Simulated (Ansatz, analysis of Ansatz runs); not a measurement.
# An added hole started on F in NaMnF4 (P2_1/c)

Aim: the energy barrier that a trapped hole meets when it moves from one F atom to another one nearby in NaMnF4 (P2_1/c). The model is a cell of 48 host atoms.

Program: Ansatz 0.2.0. Level of theory: plane-wave PAW DFT, PBEsol+U; relaxation of all atoms of a supercell at fixed charge in a uniform background; PAW set soft_1. Results are calculated unless marked as measured.

### Step 1. The starting structure

The cell holds 48 atoms: 8 Na, 8 Mn and 32 F. Its edges and angles: a = 10.622 Å, b = 8.383 Å, c = 10.622 Å, α = 106.0°, β = 124.9°, γ = 105.4°. It derives from NaMnF4 (space group P2_1/c). Nearest the centre at fractional (0.483, 0.653, 0.615): F24 at 1.31 Å, F34 at 1.31 Å, Mn12 at 1.32 Å, F46 at 2.48 Å, F40 at 2.66 Å, Na6 at 2.72 Å, F30 at 2.91 Å, F44 at 2.97 Å.

Hubbard terms: Mn d 4.5 eV, F p 5.0 eV. They were chosen, not fitted, to curb self-interaction in the shells named, the trial site's among them. The two sites are F24 and F34. The cell's shortest repeat is 8.4 Å. The host's moments were started antiferromagnetic in the unit cell, high spin.

### Step 2. The cell without the carrier

The neutral cell is relaxed first, from small random displacements, so that bond lengths and moments with the carrier can be set beside those of a relaxed cell without it.

neutral.relax/input.yaml

```yaml
crystal:
  lattice:
    - [-7.65226429, 4.91333815, 5.48807623]
    - [3.92236856, -4.91333873, 5.54576813]
    - [7.65226411, 4.91333852, -5.48807681]
  atoms:
    - { symbol: Na, position: [0.25, 0.25, 0.5] }
    - { symbol: Na, position: [0.25, 0.75, 0.0] }
    - { symbol: Na, position: [0.75, 0.25, 0.0] }
    - { symbol: Na, position: [0.75, 0.75, 0.5] }
    - { symbol: Na, position: [0.25, 0.0, 0.75] }
    - { symbol: Na, position: [0.25, 0.5, 0.25] }
    - { symbol: Na, position: [0.75, 0.0, 0.25] }
    - { symbol: Na, position: [0.75, 0.5, 0.75] }
    - { symbol: Mn, position: [0.0, 0.25, 0.75], spin: 4.0 }
    - { symbol: Mn, position: [0.0, 0.75, 0.25], spin: 4.0 }
    - { symbol: Mn, position: [0.5, 0.25, 0.25], spin: 4.0 }
    - { symbol: Mn, position: [0.5, 0.75, 0.75], spin: 4.0 }
    - { symbol: Mn, position: [0.0, 0.0, 0.0], spin: -4.0 }
    - { symbol: Mn, position: [0.0, 0.5, 0.5], spin: -4.0 }
    - { symbol: Mn, position: [0.5, 0.0, 0.5], spin: -4.0 }
    - { symbol: Mn, position: [0.5, 0.5, 0.0], spin: -4.0 }
    - { symbol: F, position: [0.135388, 0.20948, 0.228801] }
    - { symbol: F, position: [0.135388, 0.70948, 0.728801] }
    - { symbol: F, position: [0.635388, 0.20948, 0.728801] }
    - { symbol: F, position: [0.635388, 0.70948, 0.228801] }
    - { symbol: F, position: [0.019322, 0.04052, 0.675908] }
    - { symbol: F, position: [0.019322, 0.54052, 0.175908] }
    - { symbol: F, position: [0.519322, 0.04052, 0.175908] }
    - { symbol: F, position: [0.519322, 0.54052, 0.675908] }
    - { symbol: F, position: [0.364612, 0.29052, 0.771199] }
    - { symbol: F, position: [0.364612, 0.79052, 0.271199] }
    - { symbol: F, position: [0.864612, 0.29052, 0.271199] }
    - { symbol: F, position: [0.864612, 0.79052, 0.771199] }
    - { symbol: F, position: [0.480678, 0.45948, 0.324092] }
    - { symbol: F, position: [0.480678, 0.95948, 0.824092] }
    - { symbol: F, position: [0.980678, 0.45948, 0.824092] }
    - { symbol: F, position: [0.980678, 0.95948, 0.324092] }
    - { symbol: F, position: [0.447004, 0.26645, 0.054179] }
    - { symbol: F, position: [0.447004, 0.76645, 0.554179] }
    - { symbol: F, position: [0.947004, 0.26645, 0.554179] }
    - { symbol: F, position: [0.947004, 0.76645, 0.054179] }
    - { symbol: F, position: [0.287729, 0.483549, 0.930554] }
    - { symbol: F, position: [0.287729, 0.983549, 0.430554] }
    - { symbol: F, position: [0.787729, 0.483549, 0.430554] }
    - { symbol: F, position: [0.787729, 0.983549, 0.930554] }
    - { symbol: F, position: [0.052996, 0.23355, 0.945821] }
    - { symbol: F, position: [0.052996, 0.73355, 0.445821] }
    - { symbol: F, position: [0.552996, 0.23355, 0.445821] }
    - { symbol: F, position: [0.552996, 0.73355, 0.945821] }
    - { symbol: F, position: [0.212271, 0.016451, 0.069446] }
    - { symbol: F, position: [0.212271, 0.516451, 0.569446] }
    - { symbol: F, position: [0.712271, 0.016451, 0.569446] }
    - { symbol: F, position: [0.712271, 0.516451, 0.069446] }
basis:
  ecutwfc: 420
  xc_grid: 2
hamiltonian:
  xc: pbesol
  hubbard:
    sites: [{ species: Mn, l: d, u_eff: 4.5 }, { species: F, l: p, u_eff: 5.0 }]
    projectors: ortho-atomic
  pseudopotentials: { kind: paw, azcp: { folder: soft_1 }, xc_functional: pbe }
kpoints:
  mp_grid: { grid: [1, 1, 1] }
magnetization:
  spin_polarized: true
  initial_magnetization: 0
  spin_locking: { lock_magnetization: hard }
scf:
  occupations: { method: fermi_dirac, width: 0.01 }
  max_iter: 120
  lower_state_search: "off"
output:
  forces: true
relax:
  f_tol: 0.02
  max_steps: 70
  random_displacement: { amplitude: 0.04, seed: 7813 }
checkpoint:
  write: "../neutral.relax.run"
  compress: false
  write_wavefunctions: true
  write_every: 100000
```

The run is started by

```sh
$ ansatz run input.yaml --threads 4 --pin off --max-ram 9420MiB --backend cpu --events-out ev --progress --plain --runs-dir out
```

Numbers of over 12 decimals in the logs are rounded to 6 here.

The log of the run:

```text
[... repeated set-up lines and file paths are left out, and long positions are rounded to six places ...]
Engine: ansatz 0.2.0, x86_64-unknown-linux-gnu
Pseudopotentials: kind: paw
Pseudopotential: Na, paw, valence charge 9, recommended cutoff 420 eV (normal), soft_1/Na.paw.azcp
Pseudopotential: Mn, paw, valence charge 15, recommended cutoff 420 eV (normal), soft_1/Mn.paw.azcp
Pseudopotential: F, paw, valence charge 7, recommended cutoff 420 eV (normal), soft_1/F.paw.azcp
Functional definition: PBEsol
  exchange = pbesol_x
  correlation = pbesol_c
Crystal: 48 atoms, lattice volume = 628.553 Å³
Basis set: ecut = 420 eV, 12265 PW (Γ), exchange–correlation on 144×120×144 points (8 copies of the dense FFT grid, shifted against one another)
Bands: 256, of which v1, the nominal top of the filled ones, is band 208 counted from 1 (207 counted from 0)
Symmetry: 1 space group operations
k-points: 1
Non-local potential: Na, projectors of the file, l = 0: 3, l = 1: 2, l = 2: 1
Non-local potential: Mn, projectors of the file, l = 0: 3, l = 1: 2, l = 2: 3, l = 3: 1
Non-local potential: F, projectors of the file, l = 0: 2, l = 1: 2, l = 2: 1
PAW form: soft (Blöchl's): semilocal exchange-correlation on the pseudo side does not see the compensation charge
PAW frozen core: Na, regenerated for the run's functional, and the local potential with it (the file was generated under x = pbe(κ = 0.804, μ = 0.219515), c = pbe(β = 0.066725))
PAW frozen core: Mn, regenerated for the run's functional, and the local potential with it (the file was generated under x = pbe(κ = 0.804, μ = 0.219515), c = pbe(β = 0.066725))
[...]
atom  30  F      0.00019050    -0.00024346     0.00136075
  [... 3 atoms left out ...]
  atom  34  F     -0.00332366    -0.00373761     0.00549328
  [... 5 atoms left out ...]
  atom  40  F      0.00251771    -0.00107917    -0.00296255
  [... 3 atoms left out ...]
  atom  44  F      0.00224365     0.00384591    -0.00513238
  [... 1 atom left out ...]
  atom  46  F     -0.00406760     0.00276899     0.00011783
  [... 2 atoms left out ...]
  max |Σ_I F_I| component: 2.69e-4 eV/Å
--- Band table (eV) ---
  k-point 0 ↑: bands = ["-79.5678", "-79.5645", "-79.5636", "-79.5622", [... 248 left out ...] "14.3216", "14.4501", "14.4839", "14.5453"]
  k-point 0 ↓: bands = ["-79.5659", "-79.5654", "-79.5649", "-79.5643", [... 248 left out ...] "14.3212", "14.4502", "14.4840", "14.5449"]
Occupation matrices written to <dir>
--- Relaxed structure (5 steps of the walk, 5 accepted, 0 SCFs on fresh bases) ---
  F+E_penalty+E_count = -68368.78616094 eV   max|allowed force component| = 1.074e-2 eV/Å
  atoms:
    - { symbol: Na, position: [0.250388, 0.250094, 0.499988] }
    - { symbol: Na, position: [0.250285, 0.749929, -7.787151646931889e-5] }
[...]
- { symbol: Na, position: [0.250394, 0.499933, 0.249962] }
[...]
- { symbol: Mn, position: [0.500312, 0.749971, 0.749957] }
[...]
- { symbol: F, position: [0.520152, 0.541208, 0.674938] }
[...]
- { symbol: F, position: [0.866353, 0.791033, 0.771314] }
    [... 1 atom left out ...]
    - { symbol: F, position: [0.480564, 0.958790, 0.825074] }
    [... 3 atoms left out ...]
    - { symbol: F, position: [0.448070, 0.770971, 0.555240] }
    [... 5 atoms left out ...]
    - { symbol: F, position: [0.784538, 0.979036, 0.926654] }
    [... 3 atoms left out ...]
    - { symbol: F, position: [0.552594, 0.729010, 0.944698] }
    [... 1 atom left out ...]
    - { symbol: F, position: [0.216156, 0.521017, 0.573199] }
    [... 2 atoms left out ...]
[key lines of the parts left out:]
SCF converged after 7 iterations
Magnetization: 0.0000 μB (208.0000 up, 208.0000 down)
Free energy (F): -68368.786161 eV
Fermi energy:    2.082900 (↑ 2.083273, ↓ 2.082521) eV
```

The job ended after 30 s (4 threads of Intel Xeon at 2.60GHz (Ice Lake), shared host; peak memory 1.3 GiB; 1.8 min of CPU time).

The largest displacement from an ideal site is 0.035 Å.

(Part 1 of 2 ends here.)

[Logs are printed without paths, hosts, clocks, repeated set-up lines and the standing remarks that a program may print on its own settings, such as how far it seeks lower states.]

[Hosts, paths, dates, database ids (printed as entryN), source tags and the programs' standing remarks are cut or masked in the printed files.]
